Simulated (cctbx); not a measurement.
# Ho2CoMo3 across an absorption edge

Space group R-3m (no. 166), a = 5.4420 Å, b = 5.4420 Å, c = 13.2540 Å, α = 90.00°, β = 90.00°, γ = 120.00°.

| atom | mult. | x | y | z | Ueq (Å²) |
| --- | --- | --- | --- | --- | --- |
| Ho1 | 6 | 1/3 | 2/3 | 0.5415 | 0.0052 |
| Mo1 | 9 | 1/6 | 1/3 | 1/3 | 0.0036 |
| Co1 | 3 | 1/3 | 2/3 | 1/6 | 0.0090 |

The model is made up (kin elements in a known structure type, no relaxation), so it says nothing on whether the phase exists.

Calculated with cctbx: free-atom f′ and f″ from the Sasaki tables, no fine structure; amplitudes in electrons.

| E (eV) | F 1 0 1 | F 0 3 3 | F 1 2 2 | F 1 1 3 |
| --- | --- | --- | --- | --- |
| 19400 | 80.8 | 302.2 | 24.3 | 373.2 |
| 19750 | 83.1 | 299.8 | 22.0 | 370.8 |
| 19880 | 85.1 | 297.8 | 19.9 | 368.8 |
| 19940 | 87.1 | 295.8 | 18.0 | 366.8 |
| 19970 | 89.1 | 293.8 | 16.0 | 364.8 |
| 19985 | 91.0 | 291.9 | 14.0 | 362.8 |
| 19992 | 92.8 | 290.2 | 12.3 | 361.0 |
| 19996 | 94.8 | 288.3 | 10.4 | 359.1 |
| 20004 | 95.1 | 288.0 | 12.8 | 358.7 |
| 20008 | 92.7 | 290.3 | 14.6 | 361.1 |
| 20015 | 90.6 | 292.4 | 16.3 | 363.1 |
| 20030 | 88.4 | 294.5 | 18.1 | 365.3 |
| 20060 | 86.2 | 296.6 | 20.0 | 367.4 |
| 20150 | 83.4 | 299.3 | 22.5 | 370.2 |
| 20400 | 80.2 | 302.2 | 25.3 | 373.2 |

**Question.** Which edge is crossed, and why do the reflections move as they do?

The K edge of Mo. The edge is at 20000 eV. f′ of Mo falls from -4.6 e at 19880 eV to -7.8 e at 4 eV below it, and f″ steps from 0.54 to 3.69 e across it. Over that approach |F| changes by +11 % (1 0 1), -3 % (0 3 3), -48 % (1 2 2) and -3 % (1 1 3): a reflection falls where Mo scatters in phase with the total and rises where it scatters against it; it hardly moves where the Mo term is small or cancels by symmetry. Above the edge the larger f″ enters the imaginary part, where it can add to or cancel the other atoms' f″. The structure is centrosymmetric, so Friedel mates stay equal.
